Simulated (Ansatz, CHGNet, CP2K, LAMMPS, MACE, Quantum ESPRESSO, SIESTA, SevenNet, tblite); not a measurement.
# What went wrong? SIESTA on Mg2+ TFSI- in gamma-butyrolactone at 370 K (110 atoms)

Program: SIESTA 5.4.2, a calculation on a cell of 4 N, 8 S, 24 O, 24 C, 24 F, 24 H and 2 Mg, 13.9 Å³ an atom.

File input.fdf:

```
SystemLabel cell
NumberOfAtoms 110
NumberOfSpecies 7
%block ChemicalSpeciesLabel
  1 7 N
  2 16 S
  3 8 O
  4 6 C
  5 9 F
  6 1 H
  7 12 Mg
%endblock ChemicalSpeciesLabel
LatticeConstant 1.0 Ang
%block LatticeVectors
  11.53383 0.00000 0.00000
  0.00000 11.53383 0.00000
  0.00000 0.00000 11.53383
%endblock LatticeVectors
PAO.BasisSize DZP
PAO.EnergyShift 0.3 Ry
XC.Functional GGA
XC.Authors PBE
MeshCutoff 500 Ry
%block kgrid_Monkhorst_Pack
  1 0 0 0.0
  0 1 0 0.0
  0 0 1 0.0
%endblock kgrid_Monkhorst_Pack
SolutionMethod diagon
OccupationFunction FD
ElectronicTemperature 580 K
SCF.Mixer.Method Pulay
SCF.Mixer.Weight 0.15
SCF.Mixer.History 8
SCF.Mix Hamiltonian
MaxSCFIterations 60
SCF.DM.Tolerance 1e-04
SCF.H.Tolerance 1.0e-3 eV
WriteForces T
Write.HirshfeldPop T
Write.VoronoiPop T
Write.DM F
Write.H F
XML.Write F
AtomicCoordinatesFormat Fractional
%block AtomicCoordinatesAndAtomicSpecies
  0.32052 0.00396 0.69988 1
  0.19182 0.05137 0.69700 2
  0.11005 0.00051 0.61849 3
  0.14337 0.07327 0.81219 3
  0.22230 0.20135 0.64295 4
  0.31152 0.25087 0.70530 5
  0.25566 0.20625 0.52764 5
  0.13139 0.27676 0.65219 5
  0.38242 0.02243 0.57980 2
  0.31436 0.01647 0.47443 3
[... 96 atom lines left out ...]
  0.32912 0.86972 0.00207 6
  0.26444 0.81931 0.87110 6
  0.84325 0.70737 0.13112 7
  0.01203 0.89066 0.51212 7
%endblock AtomicCoordinatesAndAtomicSpecies
```

On the command line:

```console
$ OMP_NUM_THREADS=1 mpirun -np 2 siesta < input.fdf > output.txt
```

The program printed:

```text
Version         : 5.4.2
reinit: System Name:
reinit: System Label: cell
initatom: Reading input for the pseudopotentials and atomic orbitals ----------
Species number:   1 Atomic number:    7 Label: N
Species number:   2 Atomic number:   16 Label: S
Species number:   3 Atomic number:    8 Label: O
Species number:   4 Atomic number:    6 Label: C
Species number:   5 Atomic number:    9 Label: F
Species number:   6 Atomic number:    1 Label: H
Species number:   7 Atomic number:   12 Label: Mg
Ground state valence configuration (from tables):   2s02  2p03  3d00  4f00
Ground state valence configuration (from tables):   3s02  3p04  3d00  4f00
Ground state valence configuration (from tables):   2s02  2p04  3d00  4f00
Ground state valence configuration (from tables):   2s02  2p02  3d00  4f00
Ground state valence configuration (from tables):   2s02  2p05  3d00  4f00
Ground state valence configuration (from tables):   1s01  2p00  3d00  4f00
Ground state valence configuration (from tables):   3s02  3p00  3d00  4f00
---- Processing specs for species: N
GGA--PBE XC_GGA_X_PBE--XC_GGA_C_PBE pb
[... lines left out ...]
Total number of electrons:   520.000000
[... lines left out ...]
stepf: Fermi-Dirac step function
        iscf     Eharris(eV)        E_KS(eV)     FreeEng(eV)     dDmax    Ef(eV) dHmax(eV)
[... lines left out ...]
SCF Convergence by DM+H criterion
[... lines left out ...]
SCF cycle converged after 29 iterations
[... lines left out ...]
   Max   19.138108
[... lines left out ...]
   Max   19.138108    constrained
Stress tensor Voigt[x,y,z,yz,xz,xy] (kbar):      733.79      623.17      727.20        0.99      -49.35       36.68
[... lines left out ...]
siesta: FreeEng =    -36157.353844
siesta: Final energy (eV):
siesta:  Band Struct. =   -1475.489850
siesta:       Kinetic =   29892.186255
siesta:       Hartree =   31040.237434
siesta:         Exch. =   -9686.815446
siesta:         Corr. =    -672.054228
siesta:   Exch.-corr. =  -10358.869674
siesta:  Ion-electron =  -81739.699804
siesta:       Ion-ion =   -4991.079146
siesta:         Total =  -36157.224934
siesta:         Fermi =       8.877969
siesta: Stress tensor (static) (eV/Ang**3):
siesta:     0.457998    0.022896   -0.030805
siesta:     0.022896    0.388953    0.000621
siesta:    -0.030805    0.000621    0.453880
siesta: Cell volume =       1534.336575 Ang**3
siesta: Pressure (static):
siesta:                Solid            Molecule  Units
siesta:          -0.00472261         -0.00470119  Ry/Bohr**3
siesta:          -0.43361038         -0.43164337  eV/Ang**3
siesta:        -694.72042698       -691.56892387  kBar
    Orbital volume contribution        =           5.022149 eV
    (Free)E + p_basis*V_orbitals       =      -36152.331695 eV
    (Free)Eharris+ p_basis*V_orbitals  =      -36152.331716 eV
Hirshfeld Atomic Populations:
Atom #   charge [q] valence [e]  Species
     1    -0.200887    5.200887  N
     2     0.234494    5.765506  S
     3    -0.066246    6.066246  O
     4    -0.124856    6.124856  O
     5    -0.066424    4.066424  C
     6     0.008377    6.991623  F
     7    -0.002320    7.002320  F
     8     0.010992    6.989008  F
     9     0.190545    5.809455  S
    10    -0.129276    6.129276  O
[...]
12    -0.065781    4.065781  C
[...]
16    -0.203423    5.203423  N
    17     0.281036    5.718964  S
[...]
20    -0.039173    4.039173  C
[...]
31    -0.207427    5.207427  N
[...]
67    -0.069992    1.069992  H
    68    -0.080177    1.080177  H
    69    -0.065639    1.065639  H
[...]
109    -0.094636   10.094636  Mg
   110    -0.102154   10.102154  Mg
--------------------
 Total     0.000095
Voronoi Atomic Populations:
Atom #   charge [q] valence [e]  Species
[...]
31    -0.342524    5.342524  N
[...]
46    -0.369278    5.369278  N
    47     0.522038    5.477962  S
[...]
54     0.519857    5.480143  S
[...]
59     0.012774    6.987226  F
    60    -0.031333    7.031333  F
[...]
97    -0.006546    6.006546  O
[...]
100     0.290560    3.709440  C
   101     0.306996    3.693004  C
   102     0.066345    5.933655  O
[...]
107    -0.121470    1.121470  H
   108    -0.132285    1.132285  H
   109     0.201906    9.798094  Mg
   110     0.208242    9.791758  Mg
--------------------
 Total     0.000094
```

Wall time 71 s (2 MPI ranks of Arm Neoverse V2, shared host); peak memory 1.1 GiB.

Banners, paths, timers and routine set-up lines are dropped from the logs unmarked, and long logs keep their key lines alone; longer cuts are marked.

Against a plane-wave PBE reference:

* r.m.s. difference of force components: 7224 meV/Å
* longest difference of force vectors: 20880 meV/Å
* force difference over r.m.s. force: 602.5 %
* slope of forces against the reference's: 2.103

Q: Name the fault.

Orbitals confined far too tightly: energy shift 0.3 Ry. The sound run has energy shift 0.01 Ry.

The run converged all the same, so the exit status doesn't show the fault.

[Also dropped from logs without a mark: logging warnings of Python, and SIESTA's first energy breakdown and zero terms.]

[Logs are printed without paths, hosts, clocks, repeated set-up lines and the standing remarks that a program may print on its own settings, such as how far it seeks lower states.]

[Hosts, paths, dates, database ids (printed as entryN), source tags and the programs' standing remarks are cut or masked in the printed files.]
